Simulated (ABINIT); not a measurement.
## A GW chain in ABINIT: SnSe2 (P-3m1)

Aim: the G0W0 gap of SnSe2 (P-3m1) on LDA, step by step.

Calculated with ABINIT 10.8.3; LDA and many-body steps on it, plane waves.

**Experimental background.**

- Gap 1.21 ± 0.04 eV: quasiparticle gap from STS band edges on large flat area; scanning tunneling spectroscopy, log dI/dV edge fit; 77.6 K; bulk crystal (n-type SnSe2 region of partially converted crystal) (“Lateral heterostructures formed by thermally converting n-type SnSe2 to p-type SnSe”, 2018, arxiv:1804.01202).

- Gap 1 eV: indirect gap from optical absorption (approximate); optical absorption; bulk crystal (quoted in “Lateral heterostructures formed by thermally converting n-type SnSe2 to p-type SnSe”, 2018, arxiv:1804.01202).

- Gap 1.207 eV: direct band-edge excitonic transition; piezoreflectance; 300 K; bulk crystal (CVT-grown single crystal) (“Temperature Dependent Excitonic Transition Energy and Enhanced Electron-Phonon Coupling in Layered Ternary SnS2-xSex Semiconductors with Fully Tunable Stoichiometry”, 2021, pmc:8069899).

- Gap 1.346 eV: direct band-edge excitonic transition extrapolated to 0 K; piezoreflectance, temperature fit; 0 K; bulk crystal (CVT-grown single crystal) (“Temperature Dependent Excitonic Transition Energy and Enhanced Electron-Phonon Coupling in Layered Ternary SnS2-xSex Semiconductors with Fully Tunable Stoichiometry”, 2021, pmc:8069899).

**1. The starting structure**

The structure is trigonal, space group P-3m1 (No. 164). The conventional cell has a = 3.811 Å, b = 3.811 Å, c = 6.136 Å, α = 90.00°, β = 90.00°, γ = 120.00°. Nearest to Sn lie 6 Se at 2.68 Å. Nearest to Se lie 3 Sn at 2.68 Å. Farther neighbours and most contacts between anions are not listed.

The cell and positions come from the Crystallography Open Database and are kept as given unless a step says otherwise.

**2. Ground state**

This step: ABINIT 10.8.3; DFT, LDA, plane waves, norm-conserving pseudopotentials.

The ground-state density comes first.

File run.abi:

```
acell 3*1.0 Angstrom
rprim 
  3.810999999987 0.000000000003 0.000000000000
  -1.905499999996 3.300422813810 0.000000000000
  0.000000000000 0.000000000000 6.136000000000
ntypat 2
znucl 50 34
natom 3
typat 1 2 2
xred 
  0.000000000000 0.000000000000 0.000000000000
  0.333333333333 0.666666666667 0.249000000000
  0.666666666667 0.333333333333 0.751000000000
pp_dirpath "pseudos"
pseudos "Sn.upf, Se.upf"
ecut 48
ngkpt 6 6 4
nshiftk 1
shiftk 0 0 0
kptopt 1
chksymbreak 0
nband 40
occopt 1
tolvrs 1e-08
nstep 60
prtwf 0
optforces 0
optstress 0
indata_prefix "in"
outdata_prefix "out"
tmpdata_prefix "tmp"
```

Launch:

```sh
$ OMP_NUM_THREADS=1 mpirun -n 4 abinit run.abi > log
```

Numbers of over 12 decimals in the logs are rounded to 6 here.

What it wrote:

```text
.Version 10.8.3 of ABINIT. v10.8.2 released Aug 2026.

 Symmetries : space group P-3 m 1 (#164); Bravais hP (primitive hexag.)
================================================================================
 Values of the parameters that define the memory need of the present run
     intxc =       0    ionmov =       0      iscf =       7    lmnmax =       6
     lnmax =       6     mgfft =      75  mpssoang =       3    mqgrid =    3617
     natom =       3  nloc_mem =       1    nspden =       1   nspinor =       1
    nsppol =       1      nsym =      12    n1xccc =    2501    ntypat =       2
    occopt =       1   xclevel =       1
-    mband =          40        mffmem =           1         mkmem =           6
       mpw =        8310          nfft =      172800          nkpt =          24
================================================================================
  Rough estimation (10% accuracy) of disk space for files :
================================================================================

--------------------------------------------------------------------------------
------------- Echo of variables that govern the present computation ------------
--------------------------------------------------------------------------------
 -outvars: echo values of preprocessed input variables --------
            acell      1.8897261259E+00  1.8897261259E+00  1.8897261259E+00 Bohr

      chksymbreak           0
             ecut      4.80000000E+01 Hartree
-          fftalg         312

              ixc       -1012
              kpt      0.00000000E+00  0.00000000E+00  0.00000000E+00
                       1.66666667E-01  0.00000000E+00  0.00000000E+00
                       3.33333333E-01  0.00000000E+00  0.00000000E+00
                       5.00000000E-01  0.00000000E+00  0.00000000E+00
                       1.66666667E-01  1.66666667E-01  0.00000000E+00
                       3.33333333E-01  1.66666667E-01  0.00000000E+00
                       3.33333333E-01  3.33333333E-01  0.00000000E+00
                       0.00000000E+00  0.00000000E+00  2.50000000E-01
                       1.66666667E-01  0.00000000E+00  2.50000000E-01
   [... 13 further rows ...]
                       3.33333333E-01  1.66666667E-01  5.00000000E-01
                       3.33333333E-01  3.33333333E-01  5.00000000E-01
         kptrlatt        6    0    0      0    6    0      0    0    4
          kptrlen      4.32104776E+01
P           mkmem           6
            natom           3
            nband          40
            ngfft          48      48      75
             nkpt          24
            nstep          60
             nsym          12
           ntypat           2
              occ      2.000000  2.000000  2.000000  2.000000  2.000000  2.000000
                       2.000000  2.000000  2.000000  2.000000  2.000000  2.000000
                       2.000000  2.000000  2.000000  2.000000  2.000000  2.000000
                       2.000000  2.000000  2.000000  2.000000  2.000000  2.000000
                       2.000000  2.000000  2.000000  2.000000  2.000000  2.000000
                       2.000000  2.000000  2.000000  2.000000  2.000000  0.000000
                       0.000000  0.000000  0.000000  0.000000
        optforces           0
        optstress           0
            prtwf           0
            rprim      3.8110000000E+00  3.0000000000E-12  0.0000000000E+00
[...]
spgroup         164

           tolvrs      1.00000000E-08

             xred      0.0000000000E+00  0.0000000000E+00  0.0000000000E+00
[...]
znucl       50.00000   34.00000

================================================================================

 chkinp: Checking input parameters for consistency.

================================================================================
== DATASET  1 ==================================================================
-   mpi_nproc: 4, omp_nthreads: 1 (-1 if OMP is not activated)

--- !DatasetInfo
iteration_state: {dtset: 1, }
dimensions: {natom: 3, nkpt: 24, mband: 40, nsppol: 1, nspinor: 1, nspden: 1, mpw: 8310, }
cutoff_energies: {ecut:  48.0, pawecutdg:  -1.0, }
electrons: {nelect:   7.00000000E+01, charge:   0.00000000E+00, occopt:   1.00000000E+00, tsmear:   1.00000000E-02, }

 Real(R)+Recip(G) space primitive vectors, cartesian coordinates (Bohr,Bohr^-1):
 R(1)=  7.2017463  0.0000000  0.0000000  G(1)=  0.1388552  0.0801681  0.0000000
 R(2)= -3.6008731  6.2368952  0.0000000  G(2)=  0.0000000  0.1603362  0.0000000
 R(3)=  0.0000000  0.0000000 11.5953595  G(3)=  0.0000000  0.0000000  0.0862414
 Unit cell volume ucvol=  5.2082339E+02 bohr^3
 Angles (23,13,12)=  9.00000000E+01  9.00000000E+01  1.20000000E+02 degrees

 getcut: wavevector=  0.0000  0.0000  0.0000  ngfft=  48  48  75
         ecut(hartree)=     48.000   => boxcut(ratio)=   2.04626

--- Pseudopotential description ------------------------------------------------
- Sn Generated using ONCVPSP code by D. R. Hamann
- 50.00000  22.00000  180309                  znucl, zion, pspdat
12 -1012 2 -1 1608                            pspcod,pspxc,lmax,lloc,mmax
     nproj     2     2     2
  pspatm : epsatm=   27.51067946
         --- l  ekb(1:nproj) -->
[...]
pspatm: atomic psp has been read  and splines computed

- Se Generated using ONCVPSP code by D. R. Hamann
- 34.00000  24.00000  180309                  znucl, zion, pspdat
12 -1012 2 -1 1198                            pspcod,pspxc,lmax,lloc,mmax
     nproj     2     2     2
  pspatm : epsatm=   25.89836092
         --- l  ekb(1:nproj) -->
[...]
pspatm: atomic psp has been read  and splines computed

   5.55151809E+03                                ecore*ucvol(ha*bohr**3)
--------------------------------------------------------------------------------

_setup2: Arith. and geom. avg. npw (full set) are    8271.965    8271.953

================================================================================

--- !BeginCycle
iteration_state: {dtset: 1, }
solver: {iscf: 7, nstep: 60, nline: 4, wfoptalg: 0, }
tolerances: {tolvrs: 1.00E-08, }

     iter   Etot(hartree)      deltaE(h)  residm     vres2
 ETOT  1  -900.55066410837    -9.006E+02 1.218E+00 2.606E+02
 ETOT  2  -904.47069917705    -3.920E+00 2.545E-02 1.298E+02
 ETOT  3  -904.48250733598    -1.181E-02 4.545E-02 3.971E+01
 ETOT  4  -904.48393571471    -1.428E-03 3.439E-02 1.139E+01
 ETOT  5  -904.48500250442    -1.067E-03 2.492E-03 1.403E+00
 ETOT  6  -904.48510320271    -1.007E-04 7.624E-05 2.693E-02
 ETOT  7  -904.48510569928    -2.497E-06 6.973E-05 9.349E-04
 ETOT  8  -904.48510572655    -2.727E-08 1.473E-05 2.943E-04
 ETOT  9  -904.48510575077    -2.422E-08 3.375E-05 1.380E-06
 ETOT 10  -904.48510575082    -4.968E-11 1.148E-05 7.053E-08
 ETOT 11  -904.48510575084    -2.012E-11 2.587E-05 5.444E-09

 At SCF step   11       vres2   =  5.44E-09 < tolvrs=  1.00E-08 =>converged.

--- !ResultsGS
iteration_state: {dtset: 1, }
comment   : Summary of ground state results
lattice_vectors:
- [  7.2017463,   0.0000000,   0.0000000, ]
- [ -3.6008731,   6.2368952,   0.0000000, ]
- [  0.0000000,   0.0000000,  11.5953595, ]
lattice_lengths: [   7.20175,    7.20175,   11.59536, ]
lattice_angles: [ 90.000,  90.000, 120.000, ] # degrees, (23, 13, 12)
lattice_volume:   5.2082339E+02
convergence: {deltae: -2.012E-11, res2:  5.444E-09, residm:  2.587E-05, diffor:  0.000E+00, }
etotal    :  -9.04485106E+02
entropy   :   0.00000000E+00
fermie    :   1.94218812E-01
cartesian_stress_tensor: null
pressure_GPa: null
xred      :
- [  0.0000E+00,   0.0000E+00,   0.0000E+00, Sn]
- [  3.3333E-01,   6.6667E-01,   2.4900E-01, Se]
- [  6.6667E-01,   3.3333E-01,   7.5100E-01, Se]
cartesian_forces: null
force_length_stats: {min: null, max: null, mean: null, }

 Integrated electronic density in atomic spheres:
 ------------------------------------------------
 Atom  Sphere_radius  Integrated_density
[...]
2        2.00000         21.25339304
    3        2.00000         21.25339304
================================================================================

 ----iterations are completed or convergence reached----

 Mean square residual over all n,k,spin=   31.546E-09; max=  25.865E-06
 reduced coordinates (array xred) for    3 atoms
       0.000000000000      0.000000000000      0.000000000000
       0.333333333333      0.666666666667      0.249000000000
       0.666666666667      0.333333333333      0.751000000000
 rms dE/dt=  0.0000E+00; max dE/dt=  0.0000E+00; dE/dt below (all hartree)
    1       0.000000000000      0.000000000000      0.000000000000
    2       0.000000000000      0.000000000000      0.000000000000
    3       0.000000000000      0.000000000000      0.000000000000

 cartesian coordinates (angstrom) at end:
    1      0.000000     0.000000     0.000000
    2     -1.67e-12     2.200282     1.527864
    3      1.905500     1.100141     4.608136
 length scales=  1.889726125908  1.889726125908  1.889726125908 bohr
              =  1.000000000000  1.000000000000  1.000000000000 angstroms
 prteigrs : about to open file out_EIG
 Fermi (or HOMO) energy (hartree) =   0.19422   Average Vxc (hartree)=  -0.38371
 Eigenvalues (hartree) for nkpt=  24  k points:
 kpt#   1, nband= 40, wtk=  0.00694, kpt=  0.0000  0.0000  0.0000 (reduced coord)
  -7.38340   -7.38340   -5.18063   -5.18063   -5.18062   -5.18062   -5.17892   -5.17892
  -4.53931   -2.91922   -2.91922   -2.91909   -1.53230   -1.53230   -1.53229   -1.53229
  -1.53078   -1.53078   -1.53077   -1.53077   -1.53022   -1.53021   -0.58384   -0.58384
  -0.58228   -0.58174   -0.58174   -0.32240   -0.25700   -0.03245    0.16862    0.16862
   0.18046    0.18046    0.19422    0.22640    0.29751    0.36140    0.36140    0.49028
 prteigrs : prtvol=0 or 1, do not print more k-points.

--- !EnergyTerms
iteration_state     : {dtset: 1, }
comment             : Components of total free energy in Hartree
kinetic             :  3.68986078172977E+02
hartree             :  3.68803961706772E+02
xc                  : -9.15146858322411E+01
Ewald energy        : -3.93006523174324E+02
psp_core            :  1.06591181771434E+01
local_psp           : -9.85381253218349E+02
non_local_psp       : -1.83031801582819E+02
total_energy        : -9.04485105750840E+02
total_energy_eV     : -2.46122935663231E+04
band_energy         : -1.54711977495461E+02

== END DATASET(S) ==============================================================
================================================================================

 -outvars: echo values of variables after computation  --------
           etotal     -9.0448510575E+02
            nband          40
             nkpt          24
          spgroup         164
 [... the other variables as echoed above ...]

 Calculation completed.
```

It took 74 s on 4 MPI ranks of Arm Neoverse V2, shared host; peak memory 0.51 GiB.

Numbers from this step:

| Item | Value |
| --- | --- |
| total energy | -24612.2936 eV |
| gap | 0.6852 eV |
| k of the valence top | 0, 0, 0 |
| k of the conduction bottom | 0.5, 0, 0.25 |
| least direct gap | 0.8757 eV |

The gap is indirect, with the least direct gap 0.19 eV higher.

(Continued in part 2 of 3.)

[Paths, hosts, dates, memory and timing lines, banners, echoed tables and standing remarks are left out of the program output.]

[Logs are printed without paths, hosts, clocks, repeated set-up lines and the standing remarks that a program may print on its own settings, such as how far it seeks lower states.]

[Runs of the session that timed out or met a known fault of the program may be left out.]

[No measured gap is set beside runs whose start may be inverted or whose files or cutoffs have a known fault.]

[Hosts, paths, dates, database ids (printed as entryN), source tags and the programs' standing remarks are cut or masked in the printed files.]

[G0W0 gaps are taken among the corrected bands and points alone; a level outside them can change the order at an edge.]

[Where Ansatz stands beside ABINIT at settings called matched, ABINIT's density can come from a denser mesh and the files from another edition; pairs whose starting gaps differed by over 0.03 eV were left out, so agreement reads better than it is.]
